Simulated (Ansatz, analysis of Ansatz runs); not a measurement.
# Interstitial H in fcc Al, hop from a tetrahedral to the next octahedral site: migration barrier, PBE, part 2 of 2

Subject: interstitial H in fcc Al, hop from a tetrahedral to the next octahedral site. Wanted: its migration barrier, in one set-up (PBE, 32-site cell, PBE lattice, 420 eV, k: 3x3x3 Gamma-centred). The model is a cell of 32 host atoms with 1 H put in. The barrier is the energy of the highest image of a climbing band over the relaxed site that the atom leaves. A local or semilocal functional is the cheapest first rung.

Ansatz 0.2.0; PBE, 32-site cell, PBE lattice, 420 eV, k: 3x3x3 Gamma-centred.

So far: Starting point; Relaxation, charge 0.

### 3. Nudged elastic band

A band of images joins the two ends; its highest image climbs to the saddle, whose energy over the site left is the barrier.

This step: plane-wave PAW DFT, PBE; nudged elastic band between two relaxed defect structures at fixed charge.

Input file neb/input.yaml:

```yaml
crystal:
  lattice:
    - [8.0800268, 0.0, 0.0]
    - [0.0, 8.0800268, 0.0]
    - [0.0, 0.0, 8.0800268]
  atoms:
    - { symbol: Al, position: [0.000470172, 0.000470172, 0.000470172] }
    - { symbol: Al, position: [0.000915729, 0.250510577, 0.250510577] }
    - { symbol: Al, position: [0.250510577, 0.000915729, 0.250510577] }
    - { symbol: Al, position: [0.250510577, 0.250510577, 0.000915729] }
    - { symbol: Al, position: [-0.002185293, -0.002185293, 0.500383592] }
    - { symbol: Al, position: [-0.002185293, 0.249616408, 0.752185293] }
    - { symbol: Al, position: [0.249616408, -0.002185293, 0.752185293] }
    - { symbol: Al, position: [0.240844779, 0.240844779, 0.509155221] }
    - { symbol: Al, position: [-0.002185293, 0.500383592, -0.002185293] }
    - { symbol: Al, position: [-0.002185293, 0.752185293, 0.249616408] }
    - { symbol: Al, position: [0.240844779, 0.509155221, 0.240844779] }
    - { symbol: Al, position: [0.249616408, 0.752185293, -0.002185293] }
    - { symbol: Al, position: [0.000915729, 0.499489423, 0.499489423] }
    - { symbol: Al, position: [0.000470172, 0.749529828, 0.749529828] }
    - { symbol: Al, position: [0.250510577, 0.499489423, 0.749084271] }
    - { symbol: Al, position: [0.250510577, 0.749084271, 0.499489423] }
    - { symbol: Al, position: [0.500383592, -0.002185293, -0.002185293] }
    - { symbol: Al, position: [0.509155221, 0.240844779, 0.240844779] }
    - { symbol: Al, position: [0.752185293, -0.002185293, 0.249616408] }
    - { symbol: Al, position: [0.752185293, 0.249616408, -0.002185293] }
    - { symbol: Al, position: [0.499489423, 0.000915729, 0.499489423] }
    - { symbol: Al, position: [0.499489423, 0.250510577, 0.749084271] }
    - { symbol: Al, position: [0.749529828, 0.000470172, 0.749529828] }
    - { symbol: Al, position: [0.749084271, 0.250510577, 0.499489423] }
    - { symbol: Al, position: [0.499489423, 0.499489423, 0.000915729] }
    - { symbol: Al, position: [0.499489423, 0.749084271, 0.250510577] }
    - { symbol: Al, position: [0.749084271, 0.499489423, 0.250510577] }
    - { symbol: Al, position: [0.749529828, 0.749529828, 0.000470172] }
    - { symbol: Al, position: [0.509155221, 0.509155221, 0.509155221] }
    - { symbol: Al, position: [0.500383592, 0.752185293, 0.752185293] }
    - { symbol: Al, position: [0.752185293, 0.500383592, 0.752185293] }
    - { symbol: Al, position: [0.752185293, 0.752185293, 0.500383592] }
    - { symbol: H, position: [0.375, 0.375, 0.375] }
basis:
  ecutwfc: 420
  xc_grid: 2
hamiltonian:
  xc: pbe
kpoints:
  mp_grid: { grid: [3, 3, 3] }
scf:
  occupations: { method: methfessel_paxton, width: 0.1 }
  max_iter: 120
output:
  forces: true
neb:
  images: 3
  f_tol: 0.04
  climbing: true
  initial_path: idpp
  max_iterations: 45
  order_check: false
  final_atoms:
    - { symbol: Al, position: [0.000463607, 0.000463607, 0.000463607] }
    - { symbol: Al, position: [-0.005752131, 0.250117868, 0.250117868] }
    - { symbol: Al, position: [0.250117868, -0.005752131, 0.250117868] }
    - { symbol: Al, position: [0.250117868, 0.250117868, -0.005752131] }
[... 3 atom lines left out ...]
    - { symbol: Al, position: [0.250117868, 0.250117868, 0.505987868] }
[... 2 atom lines left out ...]
    - { symbol: Al, position: [0.250117868, 0.505987868, 0.250117868] }
[... 1 atom line left out ...]
    - { symbol: Al, position: [0.000463607, 0.49977213, 0.49977213] }
[... 4 atom lines left out ...]
    - { symbol: Al, position: [0.505987868, 0.250117868, 0.250117868] }
[... 2 atom lines left out ...]
    - { symbol: Al, position: [0.49977213, 0.000463607, 0.49977213] }
[... 3 atom lines left out ...]
    - { symbol: Al, position: [0.49977213, 0.49977213, 0.000463607] }
[... 1 atom line left out ...]
    - { symbol: Al, position: [0.750117868, 0.501406553, 0.250117868] }
[... 1 atom line left out ...]
    - { symbol: Al, position: [0.49977213, 0.49977213, 0.49977213] }
[... 3 atom lines left out ...]
    - { symbol: H, position: [0.250117868, 0.250117868, 0.250117868] }
```

Run with:

```
$ ansatz run input.yaml --threads 2 --pin off --max-ram 3768MiB --backend cpu --events-out ev --progress --plain --runs-dir out
```

Numbers of over 12 decimals in the logs are rounded to 6 here.

The log of the run:

```text
[...]
Warning: neb: disabling space-group detection — the band's intermediate images generally break the endpoint symmetry, so no spatial operation reduces the k-mesh or symmetrises the density, except that a semilocal band can use its path's symmetry ahead of [...]
[...]
parallel-image band execution: 2 concurrent image workers
NEB image 0
Crystal: 33 atoms, lattice volume = 527.519 Å³
Basis set: ecut = 420 eV, 10395 PW (Γ), exchange–correlation on 120×120×120 points (8 copies of the dense FFT grid, shifted against one another)
Bands: 82, of which v1, the nominal top of the filled ones, is band 49 counted from 1 (48 counted from 0)
Symmetry: 1 space group operations
k-points: 14 of 27 (time reversal used)
[...]
SCF iter   1: F=—  HF=-17216.018061 eV  |F-HF|=—  |Δ(HF+E_count)|=         —  Δρ=9.27e-4  dr2=6.97e-3  ethr=1.77e-3  ⟨swp⟩=7.5  Hψ=5765  notcnv=0  defer=2
[...]
SCF iter   6: F=-17216.018998 eV  HF=-17216.018998 eV  |F-HF|=4.07e-9  |Δ(HF+E_count)|=   1.07e-9  S|Δr|=    0.00e0  Δρ=8.31e-7  dr2=6.95e-9  ethr=1.03e-10  ⟨swp⟩=3.1  Hψ=2578  notcnv=0
SCF 1 converged in 6 iterations: F = -17216.018998 eV  dr2 = 6.95e-9
[...]
NSCF: frozen V_eff on 14 k-points
NEB image 4
SCF iter   1: F=—  HF=-17215.928923 eV  |F-HF|=—  |Δ(HF+E_count)|=         —  Δρ=8.91e-4  dr2=6.94e-3  ethr=1.77e-3  ⟨swp⟩=6.7  Hψ=5590  notcnv=0  defer=3
[...]
SCF iter   6: F=-17215.929768 eV  HF=-17215.929768 eV  |F-HF|=8.95e-10  |Δ(HF+E_count)|=   4.29e-9  S|Δr|=    0.00e0  Δρ=7.62e-7  dr2=2.97e-9  ethr=6.86e-11  ⟨swp⟩=2.0  Hψ=2881  notcnv=0
SCF 2 converged in 6 iterations: F = -17215.929768 eV  dr2 = 2.97e-9
[...]
NEB end point (image 0): max|allowed force component| = 8.921e-3 eV/Å (the criterion of neb.relax_end_points is 1.000e-2)
NEB end point (image 4): max|allowed force component| = 2.704e-3 eV/Å (the criterion of neb.relax_end_points is 1.000e-2)
NEB image 1
SCF iter   1: F=—  HF=-17215.860440 eV  |F-HF|=—  |Δ(HF+E_count)|=         —  Δρ=9.47e-4  dr2=6.85e-3  ethr=1.77e-3  ⟨swp⟩=7.4  Hψ=5725  notcnv=0  defer=6
[...]
SCF iter   6: F=-17215.861450 eV  HF=-17215.861450 eV  |F-HF|=4.56e-8  |Δ(HF+E_count)|=   1.11e-8  S|Δr|=    0.00e0  Δρ=1.33e-6  dr2=5.21e-8  ethr=1.03e-10  ⟨swp⟩=4.0  Hψ=2675  notcnv=0
SCF 3 converged in 6 iterations: F = -17215.861450 eV  dr2 = 5.21e-8
NEB image 2
SCF iter   1: F=—  HF=-17215.760616 eV  |F-HF|=—  |Δ(HF+E_count)|=         —  Δρ=9.12e-4  dr2=6.93e-3  ethr=1.77e-3  ⟨swp⟩=8.3  Hψ=5739  notcnv=0  defer=10
[...]
SCF iter   6: F=-17215.761593 eV  HF=-17215.761593 eV  |F-HF|=1.97e-8  |Δ(HF+E_count)|=   7.80e-9  S|Δr|=    0.00e0  Δρ=1.01e-6  dr2=2.34e-8  ethr=1.03e-10  ⟨swp⟩=3.4  Hψ=2581  notcnv=0
SCF 4 converged in 6 iterations: F = -17215.761593 eV  dr2 = 2.34e-8
NEB image 3
SCF iter   1: F=—  HF=-17215.855829 eV  |F-HF|=—  |Δ(HF+E_count)|=         —  Δρ=9.05e-4  dr2=6.70e-3  ethr=1.77e-3  ⟨swp⟩=7.8  Hψ=5695  notcnv=0  defer=10
[...]
SCF iter   6: F=-17215.856552 eV  HF=-17215.856552 eV  |F-HF|=4.70e-9  |Δ(HF+E_count)|=   6.32e-8  S|Δr|=    0.00e0  Δρ=1.01e-6  dr2=8.73e-9  ethr=1.03e-10  ⟨swp⟩=4.0  Hψ=2672  notcnv=0
SCF 5 converged in 6 iterations: F = -17215.856552 eV  dr2 = 8.73e-9
NEB iter   1: max|band force component| = 4.969e-1 eV/Å  barrier→ = 0.2574 eV  barrier← = 0.1682 eV  CI = image 2  Δτ_max = 0.0983 Å  (30 SCF iters)
NEB image 1
[...]
SCF iter   6: F=-17215.910905 eV  HF=-17215.910905 eV  |F-HF|=2.40e-8  |Δ(HF+E_count)|=   6.09e-8  S|Δr|=    0.00e0  Δρ=2.08e-6  dr2=4.01e-8  ethr=1.03e-10  ⟨swp⟩=4.0  Hψ=2844  notcnv=0
SCF 6 converged in 6 iterations: F = -17215.910905 eV  dr2 = 4.01e-8
NEB image 2
[...]
SCF iter   6: F=-17215.825938 eV  HF=-17215.825938 eV  |F-HF|=1.72e-8  |Δ(HF+E_count)|=   6.69e-8  S|Δr|=    0.00e0  Δρ=2.48e-6  dr2=3.95e-8  ethr=1.03e-10  ⟨swp⟩=4.0  Hψ=2972  notcnv=0
SCF 7 converged in 6 iterations: F = -17215.825938 eV  dr2 = 3.95e-8
NEB image 3
[...]
SCF iter   6: F=-17215.885198 eV  HF=-17215.885198 eV  |F-HF|=2.11e-8  |Δ(HF+E_count)|=   5.10e-8  S|Δr|=    0.00e0  Δρ=1.59e-6  dr2=2.93e-8  ethr=1.03e-10  ⟨swp⟩=3.9  Hψ=2749  notcnv=0
SCF 8 converged in 6 iterations: F = -17215.885198 eV  dr2 = 2.93e-8
NEB iter   2: max|band force component| = 1.967e-1 eV/Å  barrier→ = 0.1931 eV  barrier← = 0.1038 eV  CI = image 2  Δτ_max = 0.0678 Å  (18 SCF iters)
NEB image 1
[...]
SCF iter   6: F=-17215.918078 eV  HF=-17215.918078 eV  |F-HF|=3.79e-9  |Δ(HF+E_count)|=   5.30e-9  S|Δr|=    0.00e0  Δρ=7.31e-7  dr2=5.86e-9  ethr=1.03e-10  ⟨swp⟩=3.8  Hψ=2644  notcnv=0
SCF 9 converged in 6 iterations: F = -17215.918078 eV  dr2 = 5.86e-9
NEB image 2
[...]
SCF iter   6: F=-17215.838082 eV  HF=-17215.838082 eV  |F-HF|=8.79e-9  |Δ(HF+E_count)|=   1.18e-8  S|Δr|=    0.00e0  Δρ=9.34e-7  dr2=1.22e-8  ethr=1.03e-10  ⟨swp⟩=4.0  Hψ=2720  notcnv=0
SCF 10 converged in 6 iterations: F = -17215.838082 eV  dr2 = 1.22e-8
NEB image 3
[...]
SCF iter   6: F=-17215.889925 eV  HF=-17215.889925 eV  |F-HF|=6.04e-9  |Δ(HF+E_count)|=   1.42e-9  S|Δr|=    0.00e0  Δρ=6.79e-7  dr2=7.81e-9  ethr=8.85e-11  ⟨swp⟩=1.6  Hψ=3050  notcnv=0
SCF 11 converged in 6 iterations: F = -17215.889925 eV  dr2 = 7.81e-9
NEB iter   3: max|band force component| = 9.129e-2 eV/Å  barrier→ = 0.1809 eV  barrier← = 0.0917 eV  CI = image 2  Δτ_max = 0.0321 Å  (18 SCF iters)
[...]
NEB iter   4: max|band force component| = 2.957e-2 eV/Å  barrier→ = 0.1789 eV  barrier← = 0.0897 eV  CI = image 2  Δτ_max = 0.0340 Å  (15 SCF iters)
[...]
NEB iter   5: max|band force component| = 4.082e-2 eV/Å  barrier→ = 0.1782 eV  barrier← = 0.0890 eV  CI = image 2  Δτ_max = 0.0180 Å  (5 SCF iters)
NEB image 1
[...]
SCF iter   5: F=-17215.919871 eV  HF=-17215.919871 eV  |F-HF|=3.08e-9  |Δ(HF+E_count)|=   8.23e-8  S|Δr|=    0.00e0  Δρ=2.18e-6  dr2=1.91e-8  ethr=1.03e-10  ⟨swp⟩=4.4  Hψ=2840  notcnv=0
SCF 16 converged in 5 iterations: F = -17215.919871 eV  dr2 = 1.91e-8
NEB image 2
[...]
SCF iter   5: F=-17215.840994 eV  HF=-17215.840994 eV  |F-HF|=1.35e-9  |Δ(HF+E_count)|=   6.39e-9  S|Δr|=    0.00e0  Δρ=9.96e-7  dr2=5.28e-9  ethr=1.03e-10  ⟨swp⟩=3.9  Hψ=2716  notcnv=0
SCF 17 converged in 5 iterations: F = -17215.840994 eV  dr2 = 5.28e-9
NEB image 3
[...]
SCF iter   5: F=-17215.891096 eV  HF=-17215.891096 eV  |F-HF|=2.58e-9  |Δ(HF+E_count)|=  9.82e-11  S|Δr|=    0.00e0  Δρ=1.14e-6  dr2=6.62e-9  ethr=1.03e-10  ⟨swp⟩=3.9  Hψ=2673  notcnv=0
SCF 18 converged in 5 iterations: F = -17215.891096 eV  dr2 = 6.62e-9
NEB image 1
[...]
NEB image 3
[...]
NEB image 2
[...]
NEB iter   6: max|band force component| = 8.893e-3 eV/Å  barrier→ = 0.1780 eV  barrier← = 0.0888 eV  CI = image 2  Δτ_max = 0.0000 Å  (15 SCF iters)
SCF converged after 5 iterations
[...]
Free energy (F): -17215.840994 eV
[...]
Internal energy: -17215.856353 eV  (E = F + TS)
E sigma→0 (E₀):  -17215.844834 eV
Entropy (-TS):   0.015360 eV (0.465 meV/atom)
Fermi energy:    7.807004 eV
[...]
--- Forces (eV/Å), atoms counted from 1 ---
  atom   1  Al    -0.00011651    -0.00015112     0.00041818
  atom   2  Al    -0.00054471     0.00114855     0.00039298
  [... 5 atoms left out ...]
  atom   8  Al     0.00068894     0.00177165    -0.00005593
  [... 2 atoms left out ...]
  atom  11  Al     0.00168967    -0.00135895     0.00090881
  [... 1 atom left out ...]
  atom  13  Al     0.00035150    -0.00067886    -0.00044749
  [... 4 atoms left out ...]
  atom  18  Al    -0.00641374     0.00384194     0.00227755
  [... 2 atoms left out ...]
  atom  21  Al     0.00066837    -0.00065004     0.00001980
  atom  22  Al    -0.00044178     0.00072705     0.00010503
  [... 1 atom left out ...]
  atom  24  Al     0.00043772     0.00045735    -0.00029753
  atom  25  Al     0.00009203    -0.00083517     0.00061815
  [... 3 atoms left out ...]
  atom  29  Al    -0.00119216    -0.00185589    -0.00155642
  [... 3 atoms left out ...]
  atom  33  H      0.00381931     0.00065756    -0.00155522
  max |Σ_I F_I| component: 9.22e-6 eV/Å
--- Band table (eV; the first three rows and the last of 14) ---
[...]
[... further k-points left out ...]
this run last wrote the band of iteration 6 to <dir>; this run last wrote the band within `neb.f_tol` of iteration 4 to <dir>
--- NEB band (5 images, 6 band iterations, 101 SCF iterations) ---
  forward barrier  = 0.178004 eV
  backward barrier = 0.088774 eV
  lagrangian_above_aufbau_ev (what the smearing adds, to first order; not taken off the barriers): saddle image +0.008883 eV, end points +0.008003 and +0.006420 eV
  climbing image's point = of an order that was not read
  energies are F+E_penalty+E_count in eV, relative to image 0
  image     s (Å)  Δ vs image 0  max|band force component| (eV/Å)
      0    0.0000      0.000000                                 —
      1    0.4427      0.099127                          8.893e-3
  *   2    0.8853      0.178004                          6.439e-3
      3    1.3305      0.127902                          3.587e-3
      4    1.7757      0.089231                                 —
  climbing-image geometry (image 2):
  cell:  # Å, volume = 527.5194 Å³
    - [8.0800268, 0.0, 0.0]
    - [0.0, 8.0800268, 0.0]
    - [0.0, 0.0, 8.0800268]
  atoms:
    - { symbol: Al, position: [-0.000180, -0.000198, -0.000204] }
    - { symbol: Al, position: [-0.001378, 0.250448, 0.250454] }
    - { symbol: Al, position: [0.250479, -0.001354, 0.250476] }
    - { symbol: Al, position: [0.250465, 0.250457, -0.001381] }
    - { symbol: Al, position: [-0.000328, -0.000336, 0.501385] }
    - { symbol: Al, position: [-0.002465, 0.250259, 0.753054] }
    - { symbol: Al, position: [0.250281, -0.002435, 0.753044] }
    - { symbol: Al, position: [0.243934, 0.243922, 0.515052] }
    - { symbol: Al, position: [-0.000345, 0.501406, -0.000361] }
    - { symbol: Al, position: [-0.002469, 0.753057, 0.250262] }
    - { symbol: Al, position: [0.243913, 0.515029, 0.243943] }
    - { symbol: Al, position: [0.250275, 0.753039, -0.002442] }
    - { symbol: Al, position: [-0.001045, 0.499312, 0.499314] }
    - { symbol: Al, position: [-0.000709, 0.749369, 0.749346] }
    - { symbol: Al, position: [0.249232, 0.500649, 0.748876] }
    - { symbol: Al, position: [0.249229, 0.748877, 0.500651] }
    - { symbol: Al, position: [0.501358, -0.000312, -0.000322] }
    - { symbol: Al, position: [0.515137, 0.243901, 0.243925] }
    - { symbol: Al, position: [0.753065, -0.002446, 0.250280] }
    - { symbol: Al, position: [0.753066, 0.250272, -0.002456] }
    - { symbol: Al, position: [0.499296, -0.001033, 0.499305] }
    - { symbol: Al, position: [0.500671, 0.249213, 0.748870] }
    - { symbol: Al, position: [0.749351, -0.000731, 0.749371] }
    - { symbol: Al, position: [0.748872, 0.249215, 0.500671] }
    - { symbol: Al, position: [0.499299, 0.499311, -0.001043] }
    - { symbol: Al, position: [0.500662, 0.748872, 0.249215] }
    - { symbol: Al, position: [0.748875, 0.500667, 0.249220] }
    - { symbol: Al, position: [0.749339, 0.749384, -0.000741] }
    - { symbol: Al, position: [0.502869, 0.502890, 0.502876] }
    - { symbol: Al, position: [0.500393, 0.750322, 0.750325] }
    - { symbol: Al, position: [0.750302, 0.500423, 0.750292] }
    - { symbol: Al, position: [0.750316, 0.750302, 0.500415] }
    - { symbol: H, position: [0.312688, 0.312694, 0.312774] }
```

Wall time 19 min (2 threads of Arm Neoverse N1, shared host); peak memory 2.1 GiB.

The path, image by image:

```
image  path (Å)  energy (eV)     H33: x, y, z (Å)
    0     0.000       0.0000  3.030, 3.030, 3.030
    1     0.443       0.0991  2.783, 2.782, 2.780
    2     0.885       0.1780  2.527, 2.527, 2.527
    3     1.331       0.1279  2.275, 2.275, 2.276
    4     1.776       0.0892  2.021, 2.021, 2.021
```

Read from the output:

```yaml
free_energy: -17215.8410 eV
smearing_term_ts: -0.01536 eV
barrier_forward: 0.1780 eV
barrier_backward: 0.08877 eV
```

### 4. Outcome

```json
{"migration barrier (saddle less minimum)": "0.18 eV", "energy difference of the two ends": "0.09 eV", "length of the hop": "1.75 Å", "time of the whole chain": "20 min on 2 threads"}
```

Migration barrier: computed 0.18 eV, measured 0.452 eV; 0.27 eV below the measurement. The measured number is an Arrhenius activation energy of long-range diffusion; for H it holds zero-point energy, and trapping at vacancies and dislocations can raise it. One hop between neighbouring sites is computed at the host's lattice. Limits: the periodic copies of the defect are only 8.1 Å apart.

[Logs are printed without paths, hosts, clocks, repeated set-up lines and the standing remarks that a program may print on its own settings, such as how far it seeks lower states.]

[Hosts, paths, dates, database ids (printed as entryN), source tags and the programs' standing remarks are cut or masked in the printed files.]

[For some hosts the program warned that the k-mesh of the response run may be too coarse for force constants and the static dielectric constant; such warnings are not shown here.]
